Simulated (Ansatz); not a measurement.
## Ti3S2O: relaxing a made-up structure

This structure for Ti3S2O is made up. Its elements were placed in a known structure type with a cell scaled to their sizes. What cell does the guess relax to, and how far off was it?

Calculated with Ansatz 0.2.0; DFT, PBE, plane-wave PAW, files of the set soft_1, scalar-relativistic, no spin, cell and ions relaxed at zero pressure; PAW set soft_1.

## (1) The structure

It takes space group R-3m (No. 166, trigonal). Conventional cell: a = 3.329 Å, b = 3.329 Å, c = 25.002 Å, α = 90.00°, β = 90.00°, γ = 120.00°. Ti has 3 O at 2.22 Å and 3 S at 2.49 Å nearest. Ti has 6 S at 2.42 Å nearest. Nearest to S lie 6 Ti at 2.42 to 2.49 Å. O has 6 Ti at 2.22 Å nearest. Farther neighbours and most contacts between anions are not listed.

## (2) Relaxing cell and atoms

The guessed cell has no reason to be at equilibrium. It is relaxed with the atoms, within the space group of the guess.

Input file input.yaml:

```yaml
crystal:
  lattice:
    - [1.6645, 0.960999523, 8.334]
    - [-1.6645, 0.960999523, 8.334]
    - [0.0, -1.921999046, 8.334]
  atoms:
    - { symbol: Ti, position: [0.621933333, 0.621933333, 0.621933333] }
    - { symbol: Ti, position: [0.378066667, 0.378066667, 0.378066667] }
    - { symbol: Ti, position: [0.5, 0.5, 0.5] }
    - { symbol: S, position: [0.774766667, 0.774766667, 0.774766667] }
    - { symbol: S, position: [0.225233333, 0.225233333, 0.225233333] }
    - { symbol: O, position: [0.0, 0.0, 0.0] }
kpoints:
  mp_grid: { grid: [9, 9, 9] }
scf:
  occupations: { method: fermi_dirac, width: 0.05 }
hamiltonian:
  xc: pbe
  pseudopotentials: { kind: paw, azcp: { folder: soft_1 } }
relax:
  f_tol: 0.015
  max_steps: 70
  cell: {}
output:
  forces: true
  stress: true
```

Launch:

```console
$ ansatz run input.yaml --threads 4 --pin off --max-ram 10240MiB --backend cpu --events-out ev --progress --plain --runs-dir out
```

Numbers of over 12 decimals in the logs are rounded to 6 here.

What it wrote:

```text
basis.fft_grid_basis auto: the FFT boxes are laid along the combinations [[1, 0, -1], [0, 1, -1], [0, 0, 1]] of the cell's own vectors, 3.329, 3.329 and 8.553 Å long. The dense box has 24×24×60 points. Along the cell's own vectors, as sized, it would have 60×60×60, 6.25 times as many. Of the 12 symmetry operations that the crystal satisfies within crystal.symmetry.tolerance (time reversal apart; of a slab, those that [...]
Engine: ansatz 0.2.0, x86_64-unknown-linux-gnu
Pseudopotentials: kind: paw
Pseudopotential: Ti, paw, valence charge 12, recommended cutoff 420 eV (normal), soft_1/Ti.paw.azcp
Pseudopotential: S, paw, valence charge 6, recommended cutoff 420 eV (normal), soft_1/S.paw.azcp
Pseudopotential: O, paw, valence charge 6, recommended cutoff 420 eV (normal), soft_1/O.paw.azcp
Functional definition: PBE
  parameter kappa = 0.804
  parameter beta = 0.066725
  exchange = pbe_x(kappa = kappa, mu = beta*pi^2/3)
  correlation = pbe_c(beta = beta)
Crystal: 6 atoms, lattice volume = 79.986 Å³
Basis set: ecut = 420 eV, 1575 PW (Γ), FFT grids on a1−a3, a2−a3, a3, exchange–correlation on 48×48×120 points (8 copies of the dense FFT grid, shifted against one another)
Bands: 33, of which v1, the nominal top of the filled ones, is band 27 counted from 1 (26 counted from 0)
Symmetry: 12 space group operations
Space group: R-3m (ITA 166), of the structure as read, at distance tolerance 4.3e-5 Å
k-points: 85 of 729
Non-local potential: Ti, projectors of the file, l = 0: 3, l = 1: 2, l = 2: 3, l = 3: 1
Non-local potential: S, projectors of the file, l = 0: 2, l = 1: 2, l = 2: 1
Non-local potential: O, projectors of the file, l = 0: 2, l = 1: 2, l = 2: 1
PAW form: soft (Blöchl's): semilocal exchange-correlation on the pseudo side does not see the compensation charge
PAW one-centre angular grid: Ti, 590 points (default); XC on 64 Gauss nodes
PAW one-centre angular grid: S, 110 points (default); XC on 64 Gauss nodes
PAW one-centre angular grid: O, 110 points (default); XC on 64 Gauss nodes
Initial density: superposition of atomic densities (chi_scale 0.1, normalization cell, long waves kept (reshape's long-wave potential 0.62 eV rms))
Initial wavefunctions: pseudopotential atomic-orbital guess
Functional: x = pbe(κ = 0.804, μ = 0.219515), c = pbe(β = 0.066725)
SCF iter   1: F=—  HF=-9885.254196 eV  |F-HF|=—  |Δ(HF+E_count)|=         —  Δρ=2.31e-1  dr2=1.65e2  ethr=3.10e-3  ⟨swp⟩=6.6  Hψ=12212  notcnv=0
preconditioner: auto → Kerker (q_TF=auto, 2.555 Å⁻¹)  [metal: Δε(μ)=0.013 eV  Ē_g=7.406 eV  σ=0.050 eV  W_gap=0.06  n_scr=30 (ndim 8)  ℏωp=22.7 eV  f_vac=0.000  D(μ)=3.93/eV (n_scr^D=42)]
SCF iter   2: F=—  HF=-9879.802821 eV  |F-HF|=—  |Δ(HF+E_count)|=    5.45e0  Δρ=8.82e-2  dr2=3.98e1  ethr=3.10e-3  ⟨swp⟩=3.5  Hψ=6390  notcnv=0
SCF iter   3: F=—  HF=-9878.130796 eV  |F-HF|=—  |Δ(HF+E_count)|=    1.67e0  Δρ=2.74e-2  dr2=4.36e0  ethr=3.10e-3  ⟨swp⟩=3.0  Hψ=4895  notcnv=0
SCF iter   4: F=—  HF=-9877.841984 eV  |F-HF|=—  |Δ(HF+E_count)|=   2.89e-1  Δρ=8.07e-3  dr2=1.37e-1  ethr=3.10e-3  ⟨swp⟩=3.0  Hψ=4802  notcnv=0
SCF iter   5: F=—  HF=-9877.824263 eV  |F-HF|=—  |Δ(HF+E_count)|=   1.77e-2  Δρ=3.38e-3  dr2=1.00e-2  ethr=2.53e-4  ⟨swp⟩=3.0  Hψ=4537  notcnv=0
SCF iter   6: F=—  HF=-9877.822851 eV  |F-HF|=—  |Δ(HF+E_count)|=   1.41e-3  Δρ=9.14e-4  dr2=1.07e-3  ethr=1.86e-5  ⟨swp⟩=2.1  Hψ=4571  notcnv=0
SCF iter   7: F=—  HF=-9877.822714 eV  |F-HF|=—  |Δ(HF+E_count)|=   1.37e-4  Δρ=3.51e-4  dr2=1.66e-4  ethr=1.98e-6  ⟨swp⟩=2.2  Hψ=4419  notcnv=0
SCF iter   8: F=—  HF=-9877.822712 eV  |F-HF|=—  |Δ(HF+E_count)|=   1.95e-6  Δρ=9.78e-5  dr2=2.20e-5  ethr=3.08e-7  ⟨swp⟩=2.0  Hψ=3782  notcnv=0
SCF iter   9: F=—  HF=-9877.822646 eV  |F-HF|=—  |Δ(HF+E_count)|=   6.58e-5  Δρ=2.50e-5  dr2=6.53e-7  ethr=4.07e-8  ⟨swp⟩=2.0  Hψ=3169  notcnv=0
SCF iter  10: F=-9877.822646 eV  HF=-9877.822646 eV  |F-HF|=1.04e-8  |Δ(HF+E_count)|=   6.21e-8  Δρ=7.76e-6  dr2=6.09e-8  ethr=1.85e-10  ⟨swp⟩=5.6  Hψ=10355  notcnv=0
SCF 1 converged in 10 iterations: F = -9877.822646 eV  dr2 = 6.09e-8
  greatest PAW one-centre occupation: 0.999 electrons in one spin orbital (limit 2), on the Ti atom at site 1 (counted from 0), in its partial waves of l = 0
relax step   1: F+E_penalty+E_count = -9877.82264596 eV  Δ(F+E_penalty+E_count) = +0.000e0 eV  max|allowed force component| = 1.129e0 eV/Å  Δτ_max = 0.0000 Å  P = -0.167 GPa  Ω = 79.986 Å³  (10 SCF iters, dr2 threshold 1.00e-7 eV, accepted)
Crystal: 6 atoms, lattice volume = 79.201 Å³
Basis set: ecut = 420 eV, 1577 PW (Γ), FFT grids on a1−a3, a2−a3, a3, exchange–correlation on 48×48×120 points (8 copies of the dense FFT grid, shifted against one another)
Initial density: handed on by an earlier stage of this run
Initial wavefunctions: those handed on with the density
iter 1 solved again at ethr=3.04e-3 eV; its pass at ethr=3.10e-3 eV (dr2=1.64e0 eV) is discarded
SCF iter   1: F=—  HF=-9878.190337 eV  |F-HF|=—  |Δ(HF+E_count)|=         —  Δρ=2.10e-2  dr2=1.64e0  ethr=3.04e-3  ⟨swp⟩=1.0  Hψ=17801  notcnv=0
preconditioner: auto → Kerker (q_TF=auto, 2.560 Å⁻¹)  [metal: Δε(μ)=0.009 eV  Ē_g=8.113 eV  σ=0.050 eV  W_gap=0.05  n_scr=30 (ndim 8)  ℏωp=22.9 eV  f_vac=0.000  D(μ)=5.90/eV (n_scr^D=58)]
SCF iter   2: F=—  HF=-9878.131481 eV  |F-HF|=—  |Δ(HF+E_count)|=   5.89e-2  Δρ=1.02e-2  dr2=4.68e-1  ethr=3.03e-3  ⟨swp⟩=2.2  Hψ=3067  notcnv=0  defer=1
SCF iter   3: F=—  HF=-9878.099540 eV  |F-HF|=—  |Δ(HF+E_count)|=   3.19e-2  Δρ=2.42e-3  dr2=1.06e-2  ethr=8.67e-4  ⟨swp⟩=3.0  Hψ=3695  notcnv=0  defer=2
SCF iter   4: F=—  HF=-9878.096985 eV  |F-HF|=—  |Δ(HF+E_count)|=   2.56e-3  Δρ=1.08e-3  dr2=1.43e-3  ethr=1.96e-5  ⟨swp⟩=2.6  Hψ=4936  notcnv=0
SCF iter   5: F=—  HF=-9878.096811 eV  |F-HF|=—  |Δ(HF+E_count)|=   1.74e-4  Δρ=3.00e-4  dr2=1.25e-4  ethr=2.66e-6  ⟨swp⟩=2.0  Hψ=4101  notcnv=0
SCF iter   6: F=—  HF=-9878.096828 eV  |F-HF|=—  |Δ(HF+E_count)|=   1.68e-5  Δρ=8.39e-5  dr2=4.97e-6  ethr=2.31e-7  ⟨swp⟩=2.0  Hψ=3849  notcnv=0
SCF iter   7: F=-9878.096828 eV  HF=-9878.096828 eV  |F-HF|=2.70e-8  |Δ(HF+E_count)|=   5.11e-7  Δρ=2.04e-5  dr2=3.90e-7  ethr=1.11e-9  ⟨swp⟩=5.8  Hψ=11254  notcnv=0
SCF 2 converged in 7 iterations: F = -9878.096828 eV  dr2 = 3.90e-7
relax step   2: F+E_penalty+E_count = -9878.09682836 eV  Δ(F+E_penalty+E_count) = -2.742e-1 eV  max|allowed force component| = 3.005e-1 eV/Å  Δτ_max = 0.0827 Å  P = +0.044 GPa  Ω = 79.201 Å³  energy of the carried Pulay correction = +7.421e-4 eV  (7 SCF iters, dr2 threshold 6.00e-7 eV, accepted)
Crystal: 6 atoms, lattice volume = 79.271 Å³
iter 1 solved again at ethr=6.22e-4 eV; its pass at ethr=3.10e-3 eV (dr2=3.36e-1 eV) is discarded
SCF iter   1: F=—  HF=-9878.123370 eV  |F-HF|=—  |Δ(HF+E_count)|=         —  Δρ=8.91e-3  dr2=3.39e-1  ethr=6.22e-4  ⟨swp⟩=1.3  Hψ=15155  notcnv=0
preconditioner: auto → Kerker (q_TF=auto, 2.559 Å⁻¹)  [metal: Δε(μ)=0.001 eV  Ē_g=8.146 eV  σ=0.050 eV  W_gap=0.01  n_scr=30 (ndim 8)  ℏωp=22.8 eV  f_vac=0.000  D(μ)=5.58/eV (n_scr^D=56)]
SCF iter   2: F=—  HF=-9878.112710 eV  |F-HF|=—  |Δ(HF+E_count)|=   1.07e-2  Δρ=3.94e-3  dr2=8.89e-2  ethr=6.22e-4  ⟨swp⟩=2.4  Hψ=3120  notcnv=0  defer=1
SCF iter   3: F=—  HF=-9878.107847 eV  |F-HF|=—  |Δ(HF+E_count)|=   4.86e-3  Δρ=8.07e-4  dr2=2.27e-3  ethr=1.65e-4  ⟨swp⟩=2.2  Hψ=3093  notcnv=0  defer=1
SCF iter   4: F=—  HF=-9878.107390 eV  |F-HF|=—  |Δ(HF+E_count)|=   4.57e-4  Δρ=2.80e-4  dr2=8.40e-5  ethr=4.20e-6  ⟨swp⟩=2.5  Hψ=3829  notcnv=0
SCF iter   5: F=—  HF=-9878.107378 eV  |F-HF|=—  |Δ(HF+E_count)|=   1.17e-5  Δρ=1.08e-4  dr2=1.86e-5  ethr=1.56e-7  ⟨swp⟩=2.2  Hψ=4488  notcnv=0
SCF iter   6: F=—  HF=-9878.107375 eV  |F-HF|=—  |Δ(HF+E_count)|=   2.79e-6  Δρ=3.59e-5  dr2=1.27e-6  ethr=3.44e-8  ⟨swp⟩=2.0  Hψ=3910  notcnv=0
SCF iter   7: F=-9878.107375 eV  HF=-9878.107375 eV  |F-HF|=7.74e-8  |Δ(HF+E_count)|=   1.91e-8  Δρ=1.02e-5  dr2=1.45e-7  ethr=1.11e-9  ⟨swp⟩=5.2  Hψ=9993  notcnv=0
SCF 3 converged in 7 iterations: F = -9878.107375 eV  dr2 = 1.45e-7
relax step   3: F+E_penalty+E_count = -9878.10737534 eV  Δ(F+E_penalty+E_count) = -1.055e-2 eV  max|allowed force component| = 9.092e-2 eV/Å  Δτ_max = 0.0253 Å  P = +0.268 GPa  Ω = 79.271 Å³  energy of the carried Pulay correction = +6.754e-4 eV  (7 SCF iters, dr2 threshold 6.00e-7 eV, accepted)
[...]
relax step   4: F+E_penalty+E_count = -9878.10861044 eV  Δ(F+E_penalty+E_count) = -1.235e-3 eV  max|allowed force component| = 1.936e-2 eV/Å  Δτ_max = 0.0100 Å  P = -0.134 GPa  Ω = 79.575 Å³  energy of the carried Pulay correction = +3.872e-4 eV  (6 SCF iters, dr2 threshold 5.17e-7 eV, accepted)
[...]
relax step   5: F+E_penalty+E_count = -9878.10879134 eV  Δ(F+E_penalty+E_count) = -1.809e-4 eV  max|allowed force component| = 5.052e-4 eV/Å  Δτ_max = 0.0020 Å  P = +0.006 GPa  Ω = 79.484 Å³  energy of the carried Pulay correction = +4.732e-4 eV  (6 SCF iters, dr2 threshold 5.59e-8 eV, accepted)
[...]
relax step   6: F+E_penalty+E_count = -9878.10904116 eV  Δ(F+E_penalty+E_count) = -2.498e-4 eV  max|allowed force component| = 6.388e-4 eV/Å  Δτ_max = 0.0000 Å  P = +0.020 GPa  Ω = 79.484 Å³  stress off target by 8.26e-2 GPa  SCF on the basis re-selected at this cell (its energy is not comparable with the rows above)  (6 SCF iters)
[...]
relax step   7: F+E_penalty+E_count = -9878.10904768 eV  Δ(F+E_penalty+E_count) = -6.514e-6 eV  max|allowed force component| = 4.143e-4 eV/Å  Δτ_max = 0.0002 Å  P = -0.001 GPa  Ω = 79.489 Å³  energy of the carried Pulay correction = -4.361e-6 eV  (6 SCF iters, dr2 threshold 1.70e-8 eV, accepted)
iter 1 solved again at ethr=5.28e-7 eV; its pass at ethr=3.10e-3 eV (dr2=2.85e-4 eV) is discarded
SCF iter   1: F=—  HF=-9878.109038 eV  |F-HF|=—  |Δ(HF+E_count)|=         —  Δρ=3.11e-6  dr2=2.65e-9  ethr=5.28e-7  ⟨swp⟩=4.0  Hψ=19957  notcnv=0
eigensolver tolerance schedule: the retry pair's looser diagonalisation over-reported the residual by 107697.27 of it (diagonalisation noise at an unbounded share of the residual, at the tolerance the schedule requests for it); recorded, not acted on — ethr = c·dr2/N_el stays at c = 1.0e-1
SCF iter   2: F=—  HF=-9878.109063 eV  |F-HF|=—  |Δ(HF+E_count)|=   2.42e-5  Δρ=1.89e-6  dr2=1.08e-9  ethr=4.90e-12  ⟨swp⟩=4.5  Hψ=8698  notcnv=0
SCF iter   3: F=—  HF=-9878.109063 eV  |F-HF|=—  |Δ(HF+E_count)|=   2.16e-9  Δρ=1.07e-6  dr2=3.44e-10  ethr=2.00e-12  ⟨swp⟩=2.0  Hψ=3049  notcnv=0
iter 4 did not close the SCF: its close was put off for the readings that it lacked (scf_convergence_deferred on its scf_iter line)
SCF iter   4: F=-9878.109063 eV  HF=-9878.109063 eV  |F-HF|=9.09e-12  |Δ(HF+E_count)|=   1.20e-9  Δρ=1.08e-7  dr2=1.58e-11  ethr=1.00e-12  ⟨swp⟩=2.0  Hψ=3602  notcnv=0
iter 5 did not close the SCF: its close was put off for the readings that it lacked (scf_convergence_deferred on its scf_iter line)
SCF iter   5: F=-9878.109063 eV  HF=-9878.109063 eV  |F-HF|=3.64e-12  |Δ(HF+E_count)|=  1.82e-12  Δρ=7.70e-8  dr2=4.85e-12  ethr=1.00e-12  ⟨swp⟩=1.0  Hψ=2805  notcnv=0
iter 6 did not close the SCF: its close was put off for the readings that it lacked (scf_convergence_deferred on its scf_iter line)
SCF iter   6: F=-9878.109063 eV  HF=-9878.109063 eV  |F-HF|=0.00e0  |Δ(HF+E_count)|=    0.00e0  Δρ=2.34e-8  dr2=3.21e-13  ethr=1.00e-12  ⟨swp⟩=1.0  Hψ=2805  notcnv=0
iter 7 did not close the SCF: its close was put off for the readings that it lacked (scf_convergence_deferred on its scf_iter line)
SCF iter   7: F=-9878.109063 eV  HF=-9878.109063 eV  |F-HF|=0.00e0  |Δ(HF+E_count)|=    0.00e0  Δρ=1.39e-8  dr2=1.23e-13  ethr=1.00e-12  ⟨swp⟩=1.0  Hψ=2805  notcnv=0
SCF iter   8: F=-9878.109063 eV  HF=-9878.109063 eV  |F-HF|=1.82e-12  |Δ(HF+E_count)|=    0.00e0  Δρ=5.68e-9  dr2=2.39e-14  ethr=1.00e-12  ⟨swp⟩=2.1  Hψ=7002  notcnv=0
SCF 8 converged in 8 iterations: F = -9878.109063 eV  dr2 = 2.39e-14
relax step   8: F+E_penalty+E_count = -9878.10906270 eV  Δ(F+E_penalty+E_count) = -1.503e-5 eV  max|allowed force component| = 3.971e-4 eV/Å  Δτ_max = 0.0000 Å  P = -0.001 GPa  Ω = 79.489 Å³  stress off target by 4.69e-3 GPa  SCF on the basis re-selected at this cell (its energy is not comparable with the rows above)  (8 SCF iters)
basis re-selected at this cell: Δ(F+E_penalty+E_count) = -1.503e-5 eV, ΔP = +0.000 GPa vs the last step (what re-selecting the basis moved, of the pressure what is left beyond the Pulay correction that the steps carried, after the strain that the cell walked since its last selection, with what the two solves' SCF thresholds leave and, on support functions, any second-order correction that the steps lacked; it is no m [...]
SCF converged after 8 iterations
Free energy (F): -9878.109063 eV
Harris-Foulkes:  -9878.109063 eV  (|F-HF|=1.82e-12)
Internal energy: -9878.066998 eV  (E = F + TS)
E sigma→0 (E₀):  -9878.088031 eV
Entropy (-TS):   -0.042064 eV (-7.011 meV/atom)
Fermi energy:    14.715090 eV
--- Per-component energies (eV) ---
  E_band       = -376.446082
  E_kinetic    = 1233.926546
  E_local      = -3437.131172  (includes V_loc(G=0)·N_el)
  E_nonlocal   = 305.789518
  E_hartree    = 1402.258750
  E_xc         = -602.869308
  E_vxc        = -700.301785  (∫ρ·V_xc dr)
  E_paw        = -4506.661043  (= ΣΔE_a)
  E_vpaw       = -583.247216  (= ΣTr[D̂ρ^β])
  E_aug_tail   = 0.000527  (compensation charges beyond the density's cutoff)
  E_ewald      = -4273.380816
  E_smearing   = -0.042064  (= −TS)
  E_closure    = -0.000000  (closes the sum)
  Σ components = -9878.109063   (vs F -9878.109063, Δ=0.00e0)
--- Forces (eV/Å), atoms counted from 1 ---
  atom   1  Ti    -0.00000000     0.00000000    -0.00039706
  atom   2  Ti     0.00000000    -0.00000000     0.00039706
  atom   3  Ti    -0.00000000     0.00000000     0.00000000
  atom   4  S     -0.00000000    -0.00000000    -0.00026249
  atom   5  S      0.00000000     0.00000000     0.00026249
  atom   6  O     -0.00000000     0.00000000     0.00000000
  max |Σ_I F_I| component: 2.31e-18 eV/Å
--- Stress (GPa, compression-positive) ---
        0.000969       0.000000       0.000000
        0.000000       0.000969       0.000000
        0.000000       0.000000      -0.004685
  P = ⅓ Tr σ = -0.0009 GPa (-0.009 kbar)
--- Relaxed structure (6 steps of the walk, 6 accepted, 2 SCFs on fresh bases) ---
  F+E_penalty+E_count = -9878.10906270 eV   max|allowed force component| = 3.971e-4 eV/Å   (the final SCF, on the basis selected at the relaxed cell)
  cell:  # Å, volume = 79.4887 Å³
    - [1.631031, 0.941676, 8.625628]
    - [-1.631031, 0.941676, 8.625628]
    - [1.5902928465013287e-17, -1.883352, 8.625628]
  atoms:
    - { symbol: Ti, position: [0.626564, 0.626564, 0.626564] }
    - { symbol: Ti, position: [0.373436, 0.373436, 0.373436] }
    - { symbol: Ti, position: [0.5, 0.5, 0.5] }
    - { symbol: S, position: [0.771503, 0.771503, 0.771503] }
    - { symbol: S, position: [0.228497, 0.228497, 0.228497] }
    - { symbol: O, position: [2.0815016510400666e-19, 2.0815016510401032e-19, 2.0815016510400857e-19] }
```

Elapsed: 20 s, on 4 threads of Intel Xeon Platinum 8488C (Sapphire Rapids), shared host; peak memory 0.66 GiB.

This run has no spin polarisation, although Ti can carry a moment.

Step by step:

```tsv
step	energy less that of the first step (eV)	largest force component (eV/Å)	pressure (GPa)	volume (Å³)
1	0.0000	1.1291	-0.17	79.99
2	-0.2742	0.3005	0.04	79.20
3	-0.2847	0.0909	0.27	79.27
4	-0.2860	0.0194	-0.13	79.58
5	-0.2861	0.0005	0.01	79.48
6*	-0.2864	0.0006	0.02	79.48
7	-0.2864	0.0004	0.00	79.49
8*	-0.2864	0.0004	0.00	79.49
```

Relaxation steps marked * repeat the geometry before them on a plane-wave basis chosen anew for their cell, so energy and pressure can jump there.

The run keeps the 12 symmetry operations that it works with, so distortions that break them were not tested.

```tsv
conventional cell, symmetrised	before	after	change
a (Å)	3.329	3.262	-2.0 %
b (Å)	3.329	3.262	-2.0 %
c (Å)	25.002	25.877	+3.5 %
volume (Å³/atom)	13.33	13.25	-0.6 %
```

The atoms that moved most (Å, as changes of fractional coordinates times the final cell):

```tsv
atom	dx	dy	dz	length
Ti1	0.000	0.000	0.120	0.120
Ti2	0.000	0.000	-0.120	0.120
S4	0.000	0.000	-0.084	0.084
S5	0.000	0.000	0.084	0.084
```

Final coordinates:

```
Ti S O
1.0
     1.63103    0.94168    8.62563
    -1.63103    0.94168    8.62563
     0.00000   -1.88335    8.62563
Ti S O
3 2 1
Direct
  0.62656 0.62656 0.62656
  0.37344 0.37344 0.37344
  0.50000 0.50000 0.50000
  0.77150 0.77150 0.77150
  0.22850 0.22850 0.22850
  0.00000 0.00000 0.00000
```

Numbers from this step:

* free energy: -9878.1091 eV
* energy at zero smearing: -9878.0880 eV
* smearing term TS: 0.04206 eV
* Fermi energy: 14.72 eV
* electrons: 54
* symmetry operations: 12
* pressure: -9.16e-4 GPa

The shortest distance of each pair, which need not be the same contact before and after:

```tsv
pair	guess (Å)	relaxed (Å)
O–Ti	2.224	2.150
S–Ti	2.416	2.471
Ti–Ti	2.949	2.803
S–S	3.329	3.262
O–O	3.329	3.262
```

The relaxation ends with a largest force component of 4.0e-4 eV/Å and a pressure of 0.00 GPa.

## (3) Outcome

```
space group, relaxed : R-3m
conventional cell    : a = 3.262, b = 3.262, c = 25.877 Å; α = 90.0°, β = 90.0°, γ = 120.0°
volume per atom      : 13.25 Å³ (guess 13.33)
```

**Reading.** Ti3S2O relaxes to R-3m with a = 3.262, b = 3.262 and c = 25.877 Å. The guessed volume was near the relaxed one. The space group R-3m was held in the relaxation, so the end point is a stationary structure within it and may be a saddle against distortions or other arrangements. Mesh and cutoff weren't tested. No dispersion term is used, so weakly bound directions may come out too long. The runs have no spin, and magnetism wasn't tested. Nothing here tests whether the compound is stable against decomposition.

[Logs are printed without paths, hosts, clocks, repeated set-up lines and the standing remarks that a program may print on its own settings, such as how far it seeks lower states.]

[Hosts, paths, dates, database ids (printed as entryN), source tags and the programs' standing remarks are cut or masked in the printed files.]
